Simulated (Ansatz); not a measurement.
## Work function of Cr(100): what the settings cost and change

How thick a slab and how much vacuum does the work function of Cr(100) need?

Calculated with Ansatz 0.2.0; plane-wave DFT, PBE, Ansatz PAW.

## Step 1: The structure

The cell holds 1 atom: 1 Cr. Cell: a = 2.880 Å, b = 2.880 Å, c = 18.000 Å, α = 90.0°, β = 90.0°, γ = 90.0°. Vacuum lies along c.

## Step 2: Slab, setting 1 layer

A work function rests on the faint tail of the density, so the SCF threshold is tight. The slab grows from one layer, at fixed mesh and 18 Å of vacuum; then the vacuum is varied on one slab.

The input, input.yaml:

```yaml
crystal:
  lattice:
    - [2.88, 0.0, 0.0]
    - [0.0, 2.88, 0.0]
    - [0.0, 0.0, 18.0]
  atoms:
    - { symbol: Cr, position: [0.5, 0.5, 0.5], spin: 2.0 }
magnetization:
  spin_polarized: true
kpoints:
  mp_grid: { grid: [14, 14, 1] }
hamiltonian:
  xc: pbe
scf:
  occupations: { method: fermi_dirac, width: 0.1 }
  convergence: { dr2_threshold: 1.0e-09 }
efield:
  axis: 3
  dipole_correction: true
  ramp_position: 0.97
  ramp_width: 0.06
output:
  write_potential: true
  write_density: true
  volumetric_format: npy
  elf: true
```

The run is started by

```console
ansatz run input.yaml --threads 4 --pin off --max-ram 6144MiB --backend cpu --events-out ev --progress --plain --runs-dir out
```

Numbers of over 12 decimals in the logs are rounded to 6 here.

Log:

```text
Engine: ansatz 0.2.0, x86_64-unknown-linux-gnu
Pseudopotentials: kind: paw
Pseudopotential: Cr, paw, valence charge 14, recommended cutoff 420 eV (normal), Cr.paw.azcp
Functional definition: PBE
  parameter kappa = 0.804
  parameter beta = 0.066725
  exchange = pbe_x(kappa = kappa, mu = beta*pi^2/3)
  correlation = pbe_c(beta = beta)
Crystal: 1 atoms, lattice volume = 149.299 Å³
Basis set: ecut = 420 eV, 2905 PW (Γ)
Bands: 12, of which v1, the nominal top of the filled ones, is band 7 counted from 1 (6 counted from 0)
Symmetry: 8 space group operations
k-points: 36 of 196
Non-local potential: Cr, projectors of the file, l = 0: 3, l = 1: 2, l = 2: 3, l = 3: 1
PAW form: soft (Blöchl's): semilocal exchange-correlation on the pseudo side does not see the compensation charge
PAW one-centre angular grid: Cr, 590 points (default); XC on 64 Gauss nodes
Initial density: superposition of atomic densities (neutral atoms: chi_scale 0, normalization atom)
Starting moments: Σ|m| = 2 μB on 1 of 1 site
Initial wavefunctions: pseudopotential atomic-orbital guess
Functional: x = pbe(κ = 0.804, μ = 0.219515), c = pbe(β = 0.066725)
SCF iter   1: F=—  HF=-3375.258540 eV  |F-HF|=—  |Δ(HF+E_count)|=         —  Δρ=5.87e-2 (↑3.94e-2 ↓5.87e-2)  dr2=8.59e-1  dr2_m=3.24e0  M=4.202 μB ∫|m|=4.204 μB  β_m=0.30  ethr=3.10e-3  p=0.000 e·Å  D=1.10e-14 V/Å  ΔV_dip=-0.00 eV  dr2_dipole=1.29e-11  V_vac-E_F(+/−)=4.74/4.74 eV  ⟨swp⟩=5.2  Hψ=4835  notcnv=0
Mixer restart at iter 1: flushing history
efield: sawtooth ramp at fractional position 0.9700 (set: `efield.ramp_position`, or a place that a band, a saddle search or an elastic batch's reference lends), width 0.0600; the density the first Hamiltonian is built on has a dipole p = 0.000 e·Å; the dipole correction subtracts the counter field D = 1.10e-14 V/Å, which shifts the + side's vacuum level by -0.00 eV against the − side's; the planar-averaged density in the ramp window peaks in size at 5.1e-6 e/Å³
preconditioner: auto → LDOS  [metal: Δε(μ)=0.017 eV  Ē_g=4.262 eV  σ=0.100 eV  W_gap=0.04  n_scr=10 (ndim 8)  ℏωp=7.4 eV  f_vac=0.723  D(μ)=2.51/eV (n_scr^D=8)]
spin=Collinear: LDOS preconditioning applied to the charge; magnetization (m = ρ↑ − ρ↓) channel mixes plain (no charge-response kernel on spin).
SCF iter   2: F=—  HF=-3375.159816 eV  |F-HF|=—  |Δ(HF+E_count)|=   9.87e-2  Δρ=4.55e-2 (↑3.97e-2 ↓4.55e-2)  dr2=1.64e-1  dr2_m=2.47e0  M=4.523 μB ∫|m|=4.525 μB  β_m=0.51  ethr=3.10e-3  p=-0.000 e·Å  D=-1.07e-6 V/Å  ΔV_dip=0.00 eV  dr2_dipole=1.17e-11  V_vac-E_F(+/−)=4.66/4.66 eV  ⟨swp⟩=2.1  Hψ=1933  notcnv=0
density mixer auto → msr1: a metal under ldos (density of states about μ 2.39 of a free-electron gas's, 10 screened modes)
SCF iter   3: F=—  HF=-3374.981155 eV  |F-HF|=—  |Δ(HF+E_count)|=   1.79e-1  Δρ=1.51e-2 (↑1.51e-2 ↓3.36e-3)  dr2=3.46e-1  dr2_m=6.19e-2  M=4.692 μB ∫|m|=4.694 μB  β_m=0.51  ethr=1.17e-3  p=-0.000 e·Å  D=-1.06e-6 V/Å  ΔV_dip=0.00 eV  dr2_dipole=7.15e-12  V_vac-E_F(+/−)=3.99/3.99 eV  ⟨swp⟩=2.8  Hψ=1875  notcnv=0
SCF iter   4: F=—  HF=-3374.918124 eV  |F-HF|=—  |Δ(HF+E_count)|=   6.30e-2  Δρ=1.54e-3 (↑1.54e-3 ↓1.43e-3)  dr2=1.22e-3  dr2_m=2.79e-3  M=4.876 μB ∫|m|=4.878 μB  β_m=0.56  ethr=1.17e-3  p=0.000 e·Å  D=7.16e-7 V/Å  ΔV_dip=-0.00 eV  dr2_dipole=1.04e-11  V_vac-E_F(+/−)=4.07/4.07 eV  ⟨swp⟩=3.3  Hψ=1906  notcnv=0  defer=5
SCF iter   5: F=—  HF=-3374.917513 eV  |F-HF|=—  |Δ(HF+E_count)|=   6.11e-4  Δρ=3.51e-4 (↑3.51e-4 ↓2.54e-4)  dr2=4.63e-4  dr2_m=6.40e-5  M=4.881 μB ∫|m|=4.883 μB  β_m=0.78  ethr=8.72e-6  p=-0.000 e·Å  D=-2.61e-7 V/Å  ΔV_dip=0.00 eV  dr2_dipole=4.57e-13  V_vac-E_F(+/−)=4.05/4.05 eV  ⟨swp⟩=2.0  Hψ=1527  notcnv=0  defer=5
SCF iter   6: F=—  HF=-3374.918183 eV  |F-HF|=—  |Δ(HF+E_count)|=   6.70e-4  Δρ=1.45e-4 (↑1.45e-4 ↓4.90e-5)  dr2=2.75e-5  dr2_m=1.00e-5  M=4.893 μB ∫|m|=4.895 μB  β_m=0.86  ethr=3.31e-6  p=0.000 e·Å  D=5.88e-7 V/Å  ΔV_dip=-0.00 eV  dr2_dipole=6.17e-12  V_vac-E_F(+/−)=4.00/4.00 eV  ⟨swp⟩=1.9  Hψ=1198  notcnv=0  defer=5
SCF iter   7: F=—  HF=-3374.918211 eV  |F-HF|=—  |Δ(HF+E_count)|=   2.81e-5  Δρ=2.43e-5 (↑2.43e-5 ↓2.18e-5)  dr2=1.77e-6  dr2_m=2.25e-7  M=4.896 μB ∫|m|=4.898 μB  β_m=0.86  ethr=1.96e-7  p=-0.000 e·Å  D=-7.18e-7 V/Å  ΔV_dip=0.00 eV  dr2_dipole=8.16e-12  V_vac-E_F(+/−)=4.00/4.00 eV  ⟨swp⟩=1.6  Hψ=917  notcnv=0  defer=5
SCF iter   8: F=—  HF=-3374.918213 eV  |F-HF|=—  |Δ(HF+E_count)|=   1.41e-6  Δρ=1.06e-5 (↑1.06e-5 ↓7.55e-6)  dr2=6.19e-8  dr2_m=1.03e-7  M=4.897 μB ∫|m|=4.899 μB  β_m=0.93  ethr=1.27e-8  p=0.000 e·Å  D=5.58e-7 V/Å  ΔV_dip=-0.00 eV  dr2_dipole=5.35e-12  V_vac-E_F(+/−)=4.00/4.00 eV  ⟨swp⟩=2.6  Hψ=1245  notcnv=0  defer=5
SCF iter   9: F=—  HF=-3374.918213 eV  |F-HF|=—  |Δ(HF+E_count)|=   2.94e-7  Δρ=3.98e-6 (↑3.98e-6 ↓2.25e-6)  dr2=1.03e-8  dr2_m=1.21e-8  M=4.897 μB ∫|m|=4.900 μB  β_m=0.96  ethr=4.42e-10  p=-0.000 e·Å  D=-1.19e-6 V/Å  ΔV_dip=0.00 eV  dr2_dipole=2.37e-11  V_vac-E_F(+/−)=4.00/4.00 eV  ⟨swp⟩=2.6  Hψ=1314  notcnv=0  defer=5
SCF iter  10: F=—  HF=-3374.918213 eV  |F-HF|=—  |Δ(HF+E_count)|=   1.17e-8  Δρ=4.36e-7 (↑4.36e-7 ↓2.21e-7)  dr2=7.61e-10  dr2_m=8.41e-11  M=4.898 μB ∫|m|=4.900 μB  β_m=0.94  ethr=7.35e-11  p=0.000 e·Å  D=2.50e-6 V/Å  ΔV_dip=-0.00 eV  dr2_dipole=1.07e-10  V_vac-E_F(+/−)=4.00/4.00 eV  ⟨swp⟩=2.2  Hψ=1334  notcnv=0  defer=5
SCF iter  11: F=-3374.918213 eV  HF=-3374.918213 eV  |F-HF|=1.26e-10  |Δ(HF+E_count)|=  2.29e-10  Δρ=2.74e-7 (↑2.74e-7 ↓1.29e-7)  dr2=2.53e-10  dr2_m=3.94e-11  M=4.898 μB ∫|m|=4.900 μB  ethr=5.43e-12  p=-0.000 e·Å  D=-1.43e-6 V/Å  ΔV_dip=0.00 eV  dr2_dipole=3.53e-11  V_vac-E_F(+/−)=4.00/4.00 eV  ⟨swp⟩=1.8  Hψ=2742  notcnv=0
SCF 1 converged in 11 iterations: F = -3374.918213 eV  dr2 = 2.53e-10
  greatest PAW one-centre occupation: 1.000 electrons in one spin orbital (limit 2), on the Cr atom at site 0 (counted from 0), in its partial waves of l = 0
WARN: The output density's exchange-correlation potential varies sharply where the density is thin. Do not read a vacuum level from v_tot or v_xc, or from such a field of the output density. On a cell that repeats whose density bears no net charge and no dipole along the vacuum's axis use v_es (v_loc + v_h of the components); under efield.dipole_correction with no amplitude use v_es + v_field, which holds any externa [...]
SCF converged after 11 iterations
Magnetization: 4.8975 μB (9.4488 up, 4.5512 down)
Absolute magnetization: 4.8996 μB (∫|ρ↑−ρ↓|, with the PAW one-centre terms)
Spin contamination: 0.0036 ħ² per cell (⟨S²⟩ above its minimum at these occupations)
Per-site moments (μB) at R_I (Å): [(4.182598, 1.188)]
Free energy (F): -3374.918213 eV
Harris-Foulkes:  -3374.918213 eV  (|F-HF|=1.26e-10)
Internal energy: -3374.872854 eV  (E = F + TS)
E sigma→0 (E₀):  -3374.895534 eV
Entropy (-TS):   -0.045359 eV (-45.359 meV/atom)
Fermi energy:    -1.981828 eV
Dipole field:    D = 0.000008 V/Å  (p = 0.000006 e·Å, saw-weighted, corrected)
Work function:   Φ+ = 4.0003 eV   Φ− = 4.0004 eV
Levels:          The Fermi level and band energies are counted from a zero that moves with the ramp; work functions are not
--- Per-component energies (eV) ---
  E_band       = -426.431548
  E_kinetic    = 340.046611
  E_local      = -7091.069066  (includes V_loc(G=0)·N_el)
  E_nonlocal   = 88.618517
  E_hartree    = 3329.378486
  E_xc         = -135.198871
  E_vxc        = -172.064379  (∫ρ·V_xc dr)
  E_paw        = -1202.529673  (= ΣΔE_a)
  E_vpaw       = -250.720981  (= ΣTr[D̂ρ^β])
  E_aug_tail   = 0.000357  (compensation charges beyond the density's cutoff)
  E_efield     = 0.000000  (sawtooth field / dipole correction)
  E_vefield    = 0.000000  (∫n·V_field dr)
  E_ewald      = 1295.880785
  E_smearing   = -0.045359  (= −TS)
  E_closure    = -0.000000  (closes the sum)
  Σ components = -3374.918213   (vs F -3374.918213, Δ=0.00e0)
--- Band table (eV; the first three rows and the last of 72) ---
  k-point 0 ↑: bands = [... 3 lower, -45.6660, -6.6900, -4.2839, -3.3680, -2.2805, -2.2805, -1.9216, -1.8898, ... 1 higher]
  k-point 1 ↑: bands = [... 3 lower, -45.6654, -6.5848, -4.2427, -3.3404, -2.5257, -2.2748, -1.9630, -1.5963, ... 1 higher]
  k-point 2 ↑: bands = [... 3 lower, -45.6635, -6.2785, -4.1207, -3.2606, -2.8631, -2.2588, -2.0767, -1.1048, ... 1 higher]
  k-point 35 ↓: bands = [... 3 lower, -41.4652, -1.7692, 0.2207, 0.2207, 1.3641, 2.4627, 3.9490, 3.9490, ... 1 higher]
```

Wall time 9 s (4 threads of Intel Xeon 6975P-C (Granite Rapids), shared host); peak memory 0.57 GiB.

Numbers from this step:

```
energy at zero smearing   : -3374.8955 eV
total moment              : 4.898 μB
site moments              : 4.183 μB
work function, upper face : 4.000 eV
```

Running mean over 1.44 Å of the planar mean; the ramp of the sawtooth is left out. Electron's electrostatic potential energy less the Fermi level against z:

```
z (Å)  electron's electrostatic potential energy less the Fermi level (eV)
  3.0                                                                 4.00
  3.5                                                                 4.00
  4.0                                                                 4.00
  4.5                                                                 4.00
  5.0                                                                 4.00
  5.5                                                                 3.99
  6.0                                                                 3.95
  6.5                                                                 3.85
  7.0                                                                 3.49
  7.5                                                                 2.33
  8.0                                                                -1.16
  8.5                                                                -5.86
  9.0                                                                -8.32
  9.5                                                                -5.86
 10.0                                                                -1.16
 10.5                                                                 2.33
 11.0                                                                 3.49
 11.5                                                                 3.85
 12.0                                                                 3.95
 12.5                                                                 3.99
 13.0                                                                 4.00
 13.5                                                                 4.00
 14.0                                                                 4.00
 14.5                                                                 4.00
 15.0                                                                 4.00
```

Site moment by atom:

```
atom  site moment (μB)
 Cr1              4.18
```

Spin density in the ca plane at fractional y = 0.500, with atoms of Cr within 0.2 Å of it.

Ten even steps from '0' (0.0 e/Å³) to '9' (4.7 e/Å³), each cell a mean:
```
00000000000000000000000000000000000000000000
00000000000000000000000000000000000000000000
00000000000000000000034100000000000000000000
00000000000000000000169300000000000000000000
00000000000000000000157200000000000000000000
00000000000000000000012000000000000000000000
00000000000000000000000000000000000000000000
00000000000000000000000000000000000000000000
```
Columns run along c (18.0 Å), rows up along a (2.9 Å). Atoms in or near the plane, at fractional coordinates: Cr at (0.50, 0.50).

ELF in the ca plane at fractional y = 0.500, with atoms of Cr within 0.2 Å of it. It is the smooth field of the valence electrons, not physical close to the nuclei.

Values, 5 rows by 16 columns, each cell a mean:
```
0.00 0.00 0.00 0.00 0.00 0.02 0.19 0.24 0.23 0.22 0.04 0.00 0.00 0.00 0.00 0.00
0.00 0.00 0.00 0.00 0.00 0.03 0.19 0.41 0.51 0.21 0.05 0.00 0.00 0.00 0.00 0.00
0.00 0.00 0.00 0.00 0.00 0.04 0.20 0.55 0.68 0.22 0.06 0.00 0.00 0.00 0.00 0.00
0.00 0.00 0.00 0.00 0.00 0.03 0.19 0.31 0.36 0.21 0.05 0.00 0.00 0.00 0.00 0.00
0.00 0.00 0.00 0.00 0.00 0.02 0.19 0.29 0.28 0.23 0.04 0.00 0.00 0.00 0.00 0.00
```
Columns run along c (18.0 Å), rows up along a (2.9 Å). Atoms in or near the plane, at fractional coordinates: Cr at (0.50, 0.50).

Valence density in the ca plane at fractional y = 0.500, with atoms of Cr within 0.2 Å of it. It is the smooth field of the valence electrons, not physical close to the nuclei.

Values in units of 1e0 e/Å³, 5 rows by 16 columns, each cell a mean:
```
0.0 0.0 0.0 0.0 0.0 0.0 0.0 0.2 0.2 0.0 0.0 0.0 0.0 0.0 0.0 0.0
0.0 0.0 0.0 0.0 0.0 0.0 0.0 2.2 3.5 0.1 0.0 0.0 0.0 0.0 0.0 0.0
0.0 0.0 0.0 0.0 0.0 0.0 0.0 5.0 8.3 0.1 0.0 0.0 0.0 0.0 0.0 0.0
0.0 0.0 0.0 0.0 0.0 0.0 0.0 1.0 1.5 0.0 0.0 0.0 0.0 0.0 0.0 0.0
0.0 0.0 0.0 0.0 0.0 0.0 0.0 0.1 0.2 0.0 0.0 0.0 0.0 0.0 0.0 0.0
```
Columns run along c (18.0 Å), rows up along a (2.9 Å). Atoms in or near the plane, at fractional coordinates: Cr at (0.50, 0.50).

The work function is 4.000 eV.

## Step 3: Run, 2 atoms

System of this step: Cr(100). The cell holds 2 atoms: 2 Cr. Its edges and angles: a = 2.880 Å, b = 2.880 Å, c = 19.440 Å, α = 90.0°, β = 90.0°, γ = 90.0°. Vacuum lies along c.

input.yaml, the sections that differ from step 2:

```yaml
crystal:
  lattice:
    - [2.88, 0.0, 0.0]
    - [0.0, 2.88, 0.0]
    - [0.0, 0.0, 19.44]
  atoms:
    - { symbol: Cr, position: [0.5, 0.5, 0.462962963], spin: 2.0 }
    - { symbol: Cr, position: [0.0, 0.0, 0.537037037], spin: -2.0 }
output:
  write_potential: true
  write_density: true
  volumetric_format: npy
# magnetization, kpoints, hamiltonian, scf, efield: as in step 2
```

Log:

```text
[...]
Crystal: 2 atoms, lattice volume = 161.243 Å³
Basis set: ecut = 420 eV, 3149 PW (Γ)
Bands: 20, of which v1, the nominal top of the filled ones, is band 14 counted from 1 (13 counted from 0)
Symmetry: 8 space group operations
k-points: 36 of 196
[...]
k-point 1 ↑: bands = [... 10 lower, -3.0377, -1.3960, -0.9840, -0.8278, -0.5214, 0.5951, 0.6874, 2.2212, ... 2 higher]
  k-point 2 ↑: bands = [... 10 lower, -2.8439, -1.5800, -1.0048, -0.6822, -0.5357, 0.6136, 0.8342, 2.0898, ... 2 higher]
  k-point 35 ↓: bands = [... 10 lower, -2.3530, -2.1619, 0.4750, 0.4911, 0.6878, 0.6878, 2.3540, 3.2883, ... 2 higher]
[key lines of the parts left out:]
SCF converged after 13 iterations
Magnetization: -0.0000 μB (14.0000 up, 14.0000 down)
Free energy (F): -6752.709189 eV
Fermi energy:    -0.070945 eV
Dipole field:    D = -0.000001 V/Å  (p = -0.000001 e·Å, saw-weighted, corrected)
Work function:   Φ+ = 3.5796 eV   Φ− = 3.5796 eV
```

The job ended after 16 s (4 threads; peak memory 0.6 GiB; 39 s of CPU time).

The work function is 3.580 eV, -0.421 eV from the run “1 layer”, at 2.0 times its CPU time.

## Step 4: Run, 3 atoms

System of this step: Cr(100). The cell holds 3 atoms: 3 Cr. Cell: a = 2.880 Å, b = 2.880 Å, c = 20.880 Å, α = 90.0°, β = 90.0°, γ = 90.0°. Vacuum lies along c.

input.yaml, the sections that differ from step 3:

```yaml
crystal:
  lattice:
    - [2.88, 0.0, 0.0]
    - [0.0, 2.88, 0.0]
    - [0.0, 0.0, 20.88]
  atoms:
    - { symbol: Cr, position: [0.0, 0.0, 0.4310344828], spin: 2.0 }
    - { symbol: Cr, position: [0.5, 0.5, 0.5], spin: -2.0 }
    - { symbol: Cr, position: [0.0, 0.0, 0.5689655172], spin: 2.0 }
# magnetization, kpoints, hamiltonian, scf, efield, output: as in step 3
```

Log:

```text
[...]
Crystal: 3 atoms, lattice volume = 173.187 Å³
Basis set: ecut = 420 eV, 3369 PW (Γ)
Bands: 29, of which v1, the nominal top of the filled ones, is band 21 counted from 1 (20 counted from 0)
Symmetry: 8 space group operations
k-points: 36 of 196
[...]
k-point 1 ↑: bands = [... 17 lower, -0.1487, -0.0786, 0.1246, 0.1856, 0.2392, 0.5768, 0.5773, 0.9738, ... 4 higher]
  k-point 2 ↑: bands = [... 17 lower, -0.4728, -0.1085, -0.0574, 0.1355, 0.3578, 0.6026, 0.8160, 0.9623, ... 4 higher]
  k-point 35 ↓: bands = [... 17 lower, 0.4817, 0.4817, 1.9228, 2.3702, 3.1034, 3.1034, 3.2838, 3.8091, ... 4 higher]
[key lines of the parts left out:]
SCF converged after 16 iterations
Magnetization: 4.4997 μB (23.2499 up, 18.7501 down)
Free energy (F): -10130.051651 eV
Fermi energy:    0.996112 eV
Dipole field:    D = 0.000000 V/Å  (p = 0.000000 e·Å, saw-weighted, corrected)
Work function:   Φ+ = 3.8360 eV   Φ− = 3.8360 eV
```

Wall time 36 s (4 threads); peak memory 0.73 GiB.

The work function is 3.836 eV, +0.256 eV from the run “2 layers”, at 1.9 times its CPU time.

## Step 5: Run, 4 atoms

System of this step: Cr(100). The cell holds 4 atoms: 4 Cr. Cell: a = 2.880 Å, b = 2.880 Å, c = 22.320 Å, α = 90.0°, β = 90.0°, γ = 90.0°. Vacuum lies along c.

input.yaml, the sections that differ from step 4:

```yaml
crystal:
  lattice:
    - [2.88, 0.0, 0.0]
    - [0.0, 2.88, 0.0]
    - [0.0, 0.0, 22.32]
  atoms:
    - { symbol: Cr, position: [0.5, 0.5, 0.4032258065], spin: 2.0 }
    - { symbol: Cr, position: [0.0, 0.0, 0.4677419355], spin: -2.0 }
    - { symbol: Cr, position: [0.5, 0.5, 0.5322580645], spin: 2.0 }
    - { symbol: Cr, position: [0.0, 0.0, 0.5967741935], spin: -2.0 }
# magnetization, kpoints, hamiltonian, scf, efield, output: as in step 4
```

Log:

```text
[...]
Crystal: 4 atoms, lattice volume = 185.131 Å³
Basis set: ecut = 420 eV, 3615 PW (Γ)
Bands: 39, of which v1, the nominal top of the filled ones, is band 28 counted from 1 (27 counted from 0)
Symmetry: 8 space group operations
k-points: 36 of 196
[...]
k-point 1 ↑: bands = [... 24 lower, 1.2970, 1.3219, 1.5220, 1.6142, 2.0146, 2.3024, 2.8913, 3.3254, ... 7 higher]
  k-point 2 ↑: bands = [... 24 lower, 1.2193, 1.2231, 1.6094, 1.7985, 1.8562, 2.6278, 2.8470, 3.3756, ... 7 higher]
  k-point 35 ↓: bands = [... 24 lower, 1.4643, 1.4643, 2.5194, 2.9171, 3.1435, 3.4415, 3.5483, 3.5483, ... 7 higher]
[key lines of the parts left out:]
SCF converged after 19 iterations
Magnetization: -0.0000 μB (28.0000 up, 28.0000 down)
Free energy (F): -13507.838798 eV
Fermi energy:    2.240822 eV
Dipole field:    D = -0.000004 V/Å  (p = -0.000005 e·Å, saw-weighted, corrected)
Work function:   Φ+ = 3.7164 eV   Φ− = 3.7163 eV
```

Wall time 49 s (4 threads); peak memory 0.86 GiB.

The work function is 3.716 eV, -0.120 eV from the run “3 layers”, at 1.8 times its CPU time.

## Step 6: Run, 5 atoms

System of this step: Cr(100). The cell holds 5 atoms: 5 Cr. Cell: a = 2.880 Å, b = 2.880 Å, c = 23.760 Å, α = 90.0°, β = 90.0°, γ = 90.0°. Vacuum lies along c.

input.yaml, the sections that differ from step 5:

```yaml
crystal:
  lattice:
    - [2.88, 0.0, 0.0]
    - [0.0, 2.88, 0.0]
    - [0.0, 0.0, 23.76]
  atoms:
    - { symbol: Cr, position: [0.0, 0.0, 0.3787878788], spin: 2.0 }
    - { symbol: Cr, position: [0.5, 0.5, 0.4393939394], spin: -2.0 }
    - { symbol: Cr, position: [0.0, 0.0, 0.5], spin: 2.0 }
    - { symbol: Cr, position: [0.5, 0.5, 0.5606060606], spin: -2.0 }
    - { symbol: Cr, position: [0.0, 0.0, 0.6212121212], spin: 2.0 }
# magnetization, kpoints, hamiltonian, scf, efield, output: as in step 5
```

Log:

```text
[...]
Crystal: 5 atoms, lattice volume = 197.075 Å³
Basis set: ecut = 420 eV, 3843 PW (Γ)
Bands: 48, of which v1, the nominal top of the filled ones, is band 35 counted from 1 (34 counted from 0)
Symmetry: 8 space group operations
k-points: 36 of 196
[...]
k-point 1 ↑: bands = [... 31 lower, 2.2584, 2.3251, 2.3574, 2.4788, 2.5936, 2.6310, 2.9679, 3.1388, ... 9 higher]
  k-point 2 ↑: bands = [... 31 lower, 2.0499, 2.2630, 2.3673, 2.6378, 2.7199, 2.8576, 2.8939, 2.9854, ... 9 higher]
  k-point 35 ↓: bands = [... 31 lower, 3.1653, 3.1653, 4.1978, 4.2262, 4.4518, 4.5145, 4.8241, 5.3675, ... 9 higher]
[key lines of the parts left out:]
SCF converged after 17 iterations
Magnetization: 4.0419 μB (37.0209 up, 32.9791 down)
Free energy (F): -16885.525489 eV
Fermi energy:    3.230583 eV
Dipole field:    D = -0.000001 V/Å  (p = -0.000001 e·Å, saw-weighted, corrected)
Work function:   Φ+ = 3.7071 eV   Φ− = 3.7071 eV
```

Wall time 55 s (4 threads); peak memory 1 GiB; 2.6 min of CPU time.

The work function is 3.707 eV, -0.009 eV from the run “4 layers”, at 1.1 times its CPU time.

[end of part 1 of 2]

[Logs are printed without paths, hosts, clocks, repeated set-up lines and the standing remarks that a program may print on its own settings, such as how far it seeks lower states.]

[Hosts, paths, dates, database ids (printed as entryN), source tags and the programs' standing remarks are cut or masked in the printed files.]

[Maps of the electrostatic potential energy from Ansatz leave out the sawtooth potential of an applied field or a dipole correction, so their vacuum need not be flat; planar profiles and work functions include it.]
